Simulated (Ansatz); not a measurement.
# How GePbSe4 (model structure) absorbs and reflects light, part 2 of 3

What colour and refractive index does GePbSe4 (model structure) have at this level of theory? The structure is a model built here, which may or may not match a known phase. It was built so: 1 of the 2 Ge atoms of the cell replaced by Pb in the I-4 structure of GeSe2.

Ansatz 0.2.0; DFT, PBE, plane-wave PAW, default files, scalar-relativistic, independent-particle optical response without local fields.

So far: Starting point; Relaxation. The relaxed cell has a = 6.201, c = 10.320 Å (conventional setting).

### Step 3. Ground state and bands

The self-consistent density comes first; it also tells whether there is a gap, which decides the occupations and the need for a Drude term.

This step: DFT, PBE, plane-wave PAW, default files, scalar-relativistic, ground state (Ansatz 0.2.0).

input.yaml

```yaml
crystal:
  lattice:
    - [-3.1003078321, 3.1003078321, 5.1597654249]
    - [3.1003078321, -3.1003078321, 5.1597654249]
    - [3.1003078321, 3.1003078321, -5.1597654249]
  atoms:
    - { symbol: Pb, position: [0.25, 0.75, 0.5] }
    - { symbol: Se, position: [0.6304530939, 0.5991851168, 0.4661105074] }
    - { symbol: Se, position: [0.8356574135, 0.3695469061, 0.9687320229] }
    - { symbol: Se, position: [0.1330746094, 0.1643425865, 0.5338894926] }
    - { symbol: Se, position: [0.4008148832, 0.8669253906, 0.0312679771] }
    - { symbol: Ge, position: [0.5, 0.5, 0.0] }
kpoints:
  mp_grid: { grid: [5, 5, 5] }
  band_path:
    path:
      - [[0.0, 0.0, 0.0], [0.0, 0.0, 0.5], [-0.18051767, 0.18051767, 0.5], [-0.34025884, 0.34025884, 0.34025884], [0.0, 0.0, 0.0], [0.5, 0.5, -0.5], [0.34025884, 0.65974116, -0.34025884], [0.0, 0.5, 0.0], [0.25, 0.25, 0.25], [0.5, 0.5, -0.18051767], [0.5, 0.5, -0.5]]
      - [[0.0, 0.0, 0.5], [0.25, 0.25, 0.25]]
    npoints: 6
scf:
  occupations: { method: fermi_dirac, width: 0.05 }
  n_extra_bands: 10
hamiltonian:
  xc: pbe
  pseudopotentials: { kind: paw }
output:
  forces: true
  stress: true
  populations: true
  write_bands: true
```

Started as:

```
ansatz run input.yaml --threads 2 --pin off --max-ram 5120MiB --backend cpu --events-out ev --progress --plain --runs-dir out
```

Numbers of over 12 decimals in the logs are rounded to 6 here.

Log:

```text
[...]
Crystal: 6 atoms, lattice volume = 198.381 Å³
Basis set: ecut = 420 eV, 3905 PW (Γ), exchange–correlation on 96×96×96 points (8 copies of the dense FFT grid, shifted against one another)
Bands: 56, of which v1, the nominal top of the filled ones, is band 46 counted from 1 (45 counted from 0)
Symmetry: 4 space group operations
[...]
k-points: 21 of 125 (time reversal used)
[...]
SCF iter   1: F=—  HF=-38078.636431 eV  |F-HF|=—  |Δ(HF+E_count)|=         —  Δρ=1.35e-3  dr2=2.85e-3  ethr=1.77e-3  ⟨swp⟩=6.2  Hψ=4462  notcnv=0  defer=15
[...]
SCF iter   8: F=-38078.635295 eV  HF=-38078.635295 eV  |F-HF|=3.69e-8  |Δ(HF+E_count)|=   5.14e-8  Δρ=4.62e-6  dr2=4.02e-8  ethr=1.09e-10  ⟨swp⟩=10.4  Hψ=5371  notcnv=0
SCF 1 converged in 8 iterations: F = -38078.635295 eV  dr2 = 4.02e-8
[...]
NSCF: frozen V_eff on 68 k-points
SCF converged after 8 iterations
Free energy (F): -38078.635295 eV
[...]
Internal energy: -38078.635200 eV  (E = F + TS)
E sigma→0 (E₀):  -38078.635248 eV
Entropy (-TS):   -0.000096 eV (-0.016 meV/atom)
Fermi energy:    4.984791 eV
[...]
--- Forces (eV/Å), atoms counted from 1 ---
  atom   1  Pb     0.00000000     0.00000000     0.00000000
  atom   2  Se    -0.00149054    -0.00285127     0.00093882
  atom   3  Se     0.00285127    -0.00149054    -0.00093882
  atom   4  Se     0.00149054     0.00285127     0.00093882
  atom   5  Se    -0.00285127     0.00149054    -0.00093882
  atom   6  Ge     0.00000000     0.00000000     0.00000000
  max |Σ_I F_I| component: 4.34e-17 eV/Å
--- Stress (GPa, compression-positive) ---
        0.002474      -0.000000      -0.000000
        0.000000       0.002474      -0.000000
       -0.000000      -0.000000      -0.000081
  P = ⅓ Tr σ = 0.0016 GPa (0.016 kbar)
--- Band table (eV; the first three rows and the last of 21) ---
  k-point 0: bands = [... 42 lower, 3.1653, 4.3912, 4.3912, 4.6437, 5.2954, 7.0199, 7.5524, 9.0210, ... 6 higher]
  k-point 1: bands = [... 42 lower, 3.4261, 3.9469, 4.3006, 4.3654, 5.7978, 7.1208, 8.0275, 8.7205, ... 6 higher]
  k-point 2: bands = [... 42 lower, 3.8175, 3.9546, 4.2938, 4.4782, 5.5249, 6.8243, 8.2917, 8.7540, ... 6 higher]
  k-point 20: bands = [... 42 lower, 3.2866, 3.6506, 4.1270, 4.3661, 5.3936, 6.7310, 7.7282, 8.0123, ... 6 higher]
--- Löwdin populations: 6 sites ---
  site symbol       q [e]
     0     Pb     13.3818
     1     Se     16.1964
     2     Se     16.1964
     3     Se     16.1964
     4     Se     16.1964
     5     Ge     13.5668
  spilling = 0.002890 (of n_electrons = 92.000000)
```

Run time: 28 s. Hardware: 2 threads of Arm Neoverse V2, shared host; peak memory 0.78 GiB.

This step gave:

- free energy: -38078.6353 eV
- Fermi energy: 4.985 eV
- gap by band count: 0.6517 eV
- electrons: 92
- symmetry operations: 4
- pressure: 0.001622 GPa
- volume: 198.4 Å³
- gap on the path: 0.5797 eV
- least direct gap on the path: 0.6517 eV

There is a gap, 0.58 eV on the path, so no carriers' term is needed. The cell is left with a pressure of 0.0 GPa after its relaxation.

The electronic bands at the labelled points (eV, zero at the Fermi level; v1 is the highest filled band, c1 the lowest empty one):

```csv
point,v4,v3,v2,v1,c1,c2,c3,c4
Γ,-1.82,-0.59,-0.59,-0.34,0.31,2.04,2.57,4.04
halfway,-1.45,-0.99,-0.78,-0.66,0.84,2.10,3.19,3.71
X,-1.11,-0.99,-0.62,-0.42,0.35,1.74,3.36,3.69
halfway,-1.15,-1.03,-0.64,-0.46,0.40,1.78,3.42,3.78
Y,-1.27,-1.12,-0.67,-0.56,0.51,1.86,3.29,3.72
halfway,-1.39,-1.22,-0.90,-0.52,0.57,1.91,2.92,3.53
S,-1.55,-1.07,-0.98,-0.48,0.58,1.90,2.79,3.41
halfway,-1.47,-1.07,-0.86,-0.54,0.92,2.21,3.10,3.60
Γ,-1.82,-0.59,-0.59,-0.34,0.31,2.04,2.57,4.04
halfway,-1.83,-1.18,-0.75,-0.75,0.58,1.94,3.05,3.38
Z,-1.92,-1.72,-0.75,-0.75,0.24,1.60,2.71,2.71
halfway,-1.74,-1.44,-0.82,-0.66,0.35,1.70,2.74,2.92
S1,-1.55,-1.07,-0.98,-0.48,0.58,1.90,2.79,3.41
halfway,-1.42,-1.04,-0.96,-0.45,0.73,2.04,3.04,3.74
N,-1.29,-1.14,-0.89,-0.51,0.81,2.14,3.42,3.72
halfway,-1.17,-0.98,-0.80,-0.59,0.67,1.89,3.48,3.67
P,-0.99,-0.90,-0.77,-0.76,0.62,1.78,3.31,3.59
halfway,-1.10,-1.00,-0.70,-0.55,0.51,1.78,3.40,3.73
Y1,-1.27,-1.12,-0.67,-0.56,0.51,1.86,3.29,3.72
halfway,-1.62,-1.37,-0.73,-0.72,0.43,1.77,2.83,3.06
Z,-1.92,-1.72,-0.75,-0.75,0.24,1.60,2.71,2.71
jump to X,-1.11,-0.99,-0.62,-0.42,0.35,1.74,3.36,3.69
halfway,-1.06,-0.97,-0.68,-0.59,0.50,1.76,3.34,3.64
P,-0.99,-0.90,-0.77,-0.76,0.62,1.78,3.31,3.59
```

### Step 4. Spectrum

With the density converged, the vertical transitions are summed over the zone.

This step: DFT, PBE, plane-wave PAW, default files, scalar-relativistic, independent-particle optical response without local fields (Ansatz 0.2.0).

input.yaml, the sections that differ from step 3:

```yaml
kpoints:
  mp_grid: { grid: [5, 5, 5] }
scf:
  occupations: { method: fixed }
output:
  optics:
    e_range: [0, 30]
    de: 0.05
    sigma: 0.15
    nscf_kmesh: { grid: [6, 6, 6] }
    bands: auto
# crystal, hamiltonian: as in step 3
```

Log:

```text
[...]
Crystal: 6 atoms, lattice volume = 198.381 Å³
Basis set: ecut = 420 eV, 3905 PW (Γ)
Bands: 56, of which v1, the nominal top of the filled ones, is band 46 counted from 1 (45 counted from 0)
Symmetry: 4 space group operations
[...]
k-points: 21 of 125 (time reversal used)
[...]
SCF iter   1: F=—  HF=-38078.636451 eV  |F-HF|=—  |Δ(HF+E_count)|=         —  Δρ=1.35e-3  dr2=2.85e-3  ethr=1.77e-3  ⟨swp⟩=5.0  Hψ=3769  notcnv=0  defer=168
[...]
SCF iter  11: F=-38078.635315 eV  HF=-38078.635315 eV  |F-HF|=2.18e-11  |Δ(HF+E_count)|=  2.91e-11  Δρ=2.80e-8  dr2=2.18e-12  ethr=1.00e-12  ⟨swp⟩=11.4  Hψ=5235  notcnv=0
SCF 1 converged in 11 iterations: F = -38078.635315 eV  dr2 = 2.18e-12
[...]
output.optics: what the bands over the 215 summed would add to eps1, eps2 and the energy-loss function is held between a lower and an upper bound (4 Lanczos steps). eps1, eps2 and their loss function (loss_summed_bands) are given on every row as the summed bands alone make them. Along an axis, on a row where the two bounds hold the loss function to about 1 % of the greater of itself and 0.5 % of |1/eps|, its cell (loss_completed) is given, with the completed eps1 and eps2 that it is formed of (a cell that is left empty reads nan in the table and null in the record). The two bounds hold it so along every axis on all 601 rows up to 30.000 eV. [rest of the remark cut]
SCF converged after 11 iterations
Free energy (F): -38078.635315 eV
[...]
Internal energy: -38078.635315 eV  (E = F + TS)
E sigma→0 (E₀):  -38078.635315 eV
Fermi energy:    4.643768 eV
[...]
--- Band table (eV; the first three rows and the last of 21) ---
  k-point 0: bands = [... 42 lower, 3.1653, 4.3912, 4.3912, 4.6438, 5.2954, 7.0199, 7.5523, 9.0209, ... 6 higher]
  k-point 1: bands = [... 42 lower, 3.4261, 3.9469, 4.3006, 4.3654, 5.7978, 7.1208, 8.0275, 8.7204, ... 6 higher]
  k-point 2: bands = [... 42 lower, 3.8176, 3.9546, 4.2938, 4.4782, 5.5249, 6.8243, 8.2917, 8.7540, ... 6 higher]
  k-point 20: bands = [... 42 lower, 3.2866, 3.6506, 4.1270, 4.3662, 5.3936, 6.7310, 7.7282, 8.0123, ... 6 higher]
```

Elapsed: 10 min, on 2 threads; peak memory 3.4 GiB.

Read-outs, printed or worked out from the files:

```
electronic dielectric constant ε∞, mean over x, y and z (by symmetry where fewer were run)                                                          : 12.00
absorption onset, first axis (α over 10⁴ cm⁻¹, or the direct gap if that lies higher)                                                               : 0.8239 eV
main peak of Im epsilon, first axis                                                                                                                 : 2.646 eV
centre of weight of the strongest loss peak in the window                                                                                           : 16.26 eV
photocurrent from vertical transitions in a film 500 nm thick on a perfect mirror (two passes), AM1.5G, no front reflection, all carriers collected : 55.25 mA/cm²
least direct gap on the mesh                                                                                                                        : 0.6517 eV
bands summed                                                                                                                                        : 215
spectra valid up to                                                                                                                                 : 46.89 eV
program's estimate of the k-sum error in Im epsilon                                                                                                 : 0.12 %
electrons in the f-sum                                                                                                                              : 52.15
```

The Im ε has structure finer than the step of the table below, so its rows give means over 1 eV, whole bins alone (the curve runs from 0 to 30 eV). Peaks (eV: height): E ∥ x or y 1.1: 12.3, 2.6: 12.4, 4.3: 10.1; E ∥ z 1.1: 14.1, 2.5: 10.2, 4.5: 7.98.

Table of Im ε by photon energy; means over each step:

```csv
photon energy (eV),E ∥ x or y,E ∥ z
1,5.60,7.50
2,5.75,5.51
3,7.06,5.92
4,6.86,5.80
5,9.12,5.85
6,6.99,5.10
7,4.15,3.54
8,3.83,4.25
9,2.62,3.42
10,1.77,2.13
11,1.47,2.26
12,1.00,1.70
13,0.884,0.972
14,0.700,0.669
15,0.487,0.523
16,0.387,0.409
17,0.324,0.342
18,0.272,0.292
19,0.225,0.250
20,0.260,0.319
21,0.282,0.300
22,0.187,0.185
23,0.136,0.137
24,0.121,0.126
25,0.122,0.124
26,0.115,0.108
27,0.115,0.116
28,0.123,0.123
29,0.129,0.153
```

Table of Re ε by photon energy:

```csv
photon energy (eV),E ∥ x or y,E ∥ z
0,11.9,12.2
1,19.1,16.4
2,6.53,5.87
3,1.80,1.51
4,8.86,5.49
5,2.11,0.801
6,-1.81,1.12
7,-0.837,0.714
8,-1.06,0.728
9,-1.83,-0.891
10,-0.789,-0.612
11,-0.816,-0.0892
12,-0.555,-1.17
13,-0.495,-0.766
14,-0.152,-0.318
15,-0.0577,-0.0893
16,0.0637,0.0677
17,0.216,0.193
18,0.278,0.279
19,0.405,0.408
20,0.558,0.589
21,0.467,0.435
22,0.530,0.506
23,0.542,0.531
24,0.644,0.637
25,0.686,0.675
26,0.715,0.716
27,0.755,0.766
28,0.780,0.783
29,0.799,0.815
30,0.802,0.793
```

Table of refractive index n and extinction k by photon energy:

```csv
photon energy (eV),"n, E ∥ x or y","k, E ∥ x or y","n, E ∥ z","k, E ∥ z"
0,3.45,0,3.5,0
2,2.63,0.607,2.50,0.603
4,3.19,1.14,2.67,1.29
6,1.72,2.19,1.80,1.46
8,1.21,1.59,1.62,1.38
10,0.747,1.16,0.838,1.15
12,0.536,0.918,0.618,1.25
14,0.546,0.671,0.483,0.742
16,0.470,0.396,0.493,0.419
18,0.576,0.231,0.582,0.245
20,0.765,0.165,0.791,0.191
22,0.737,0.117,0.721,0.117
24,0.806,0.0743,0.802,0.0764
26,0.849,0.0727,0.849,0.0661
28,0.886,0.0708,0.887,0.0665
30,0.897,0.0604,0.893,0.0680
```

The loss function −Im 1/ε at q → 0 has structure finer than the step of the table below, so its rows give means over 1 eV, whole bins alone (the curve runs from 0 to 30 eV). Peaks (eV: height): E ∥ x or y 16.1: 2.63, 20.8: 1.08; E ∥ z 15.8: 2.41, 20.8: 1.33.

Loss function −Im 1/ε at q → 0 against energy loss; means over each step:

```csv
energy loss (eV),E ∥ x or y,E ∥ z
1,0.0259,0.0399
2,0.0569,0.0716
3,0.113,0.140
4,0.0633,0.0886
5,0.102,0.166
6,0.139,0.185
7,0.227,0.272
8,0.247,0.226
9,0.281,0.279
10,0.446,0.436
11,0.526,0.443
12,0.772,0.426
13,0.965,0.719
14,1.34,1.22
15,1.97,1.83
16,2.45,2.36
17,2.11,2.18
18,1.66,1.64
19,0.997,1.05
20,0.706,0.796
21,0.930,1.07
22,0.609,0.673
23,0.425,0.440
24,0.279,0.294
25,0.252,0.264
26,0.219,0.206
27,0.197,0.193
28,0.196,0.193
29,0.202,0.231
```

Values under 1 per cm are given as 1. Table of absorption coefficient by photon energy:

```csv
photon energy (eV),E ∥ x or y (1/cm),E ∥ z (1/cm)
0.00,1,1
1.00,79634,1.4e5
2.00,1.2e5,1.2e5
3.00,4.8e5,4.7e5
4.00,4.6e5,5.2e5
5.00,1.0e6,7.9e5
6.00,1.3e6,8.9e5
7.00,1.1e6,8.0e5
8.00,1.3e6,1.1e6
9.00,1.4e6,1.4e6
10.00,1.2e6,1.2e6
11.00,1.2e6,1.2e6
12.00,1.1e6,1.5e6
13.00,1.2e6,1.3e6
14.00,9.5e5,1.1e6
15.00,7.7e5,8.5e5
16.00,6.4e5,6.8e5
17.00,5.2e5,5.5e5
18.00,4.2e5,4.5e5
19.00,3.6e5,3.8e5
20.00,3.3e5,3.9e5
21.00,3.8e5,3.9e5
22.00,2.6e5,2.6e5
23.00,1.8e5,1.8e5
24.00,1.8e5,1.9e5
25.00,1.8e5,1.9e5
26.00,1.9e5,1.7e5
27.00,1.9e5,1.9e5
28.00,2.0e5,1.9e5
29.00,2.0e5,2.4e5
30.00,1.8e5,2.1e5
```

From ε follow the optical constants at some laser and lamp lines:

```csv
wavelength (nm),n xy,k xy,R (%) xy,1/α xy,n z,k z,R (%) z,1/α z
800,3.07,1.173,31.5,54 nm,2.64,1.088,26.8,59 nm
633,2.54,0.733,22.3,69 nm,2.38,0.706,20.2,71 nm
532,3.53,0.843,33.5,50 nm,3.33,1.007,32.6,42 nm
450,2.72,2.049,39.7,17 nm,2.39,1.801,35.1,20 nm
365,2.24,0.618,17.7,47 nm,2.04,0.491,13.9,59 nm
248,2.49,2.019,38.7,9.8 nm,1.80,1.563,30.0,13 nm
193,1.36,1.850,39.4,8.3 nm,1.58,1.571,30.7,9.8 nm
```

In reflection the computed colour is faintly blue: x = 0.272, y = 0.309, luminous reflectivity 30 %.

The first strong peak, at 1.17 eV, fits the highest filled and the lowest empty band, which run nearly parallel at that distance over 100 % of Y–S; the match rests on energies alone.

The f-sum over the summed bands holds 52.2 of the cell's 92 electrons outside the frozen cores, 66 of which lie in bands more than 12 eV below the Fermi level, whose transitions come at higher energies. Up to 30 eV the strength has a mean oscillator energy of 4.7 eV, well above the main peak, so higher transitions carry much of it.

(Part 2 of 3 ends here.)

[Logs are printed without paths, hosts, clocks, repeated set-up lines and the standing remarks that a program may print on its own settings, such as how far it seeks lower states.]

[Hosts, paths, dates, database ids (printed as entryN), source tags and the programs' standing remarks are cut or masked in the printed files.]
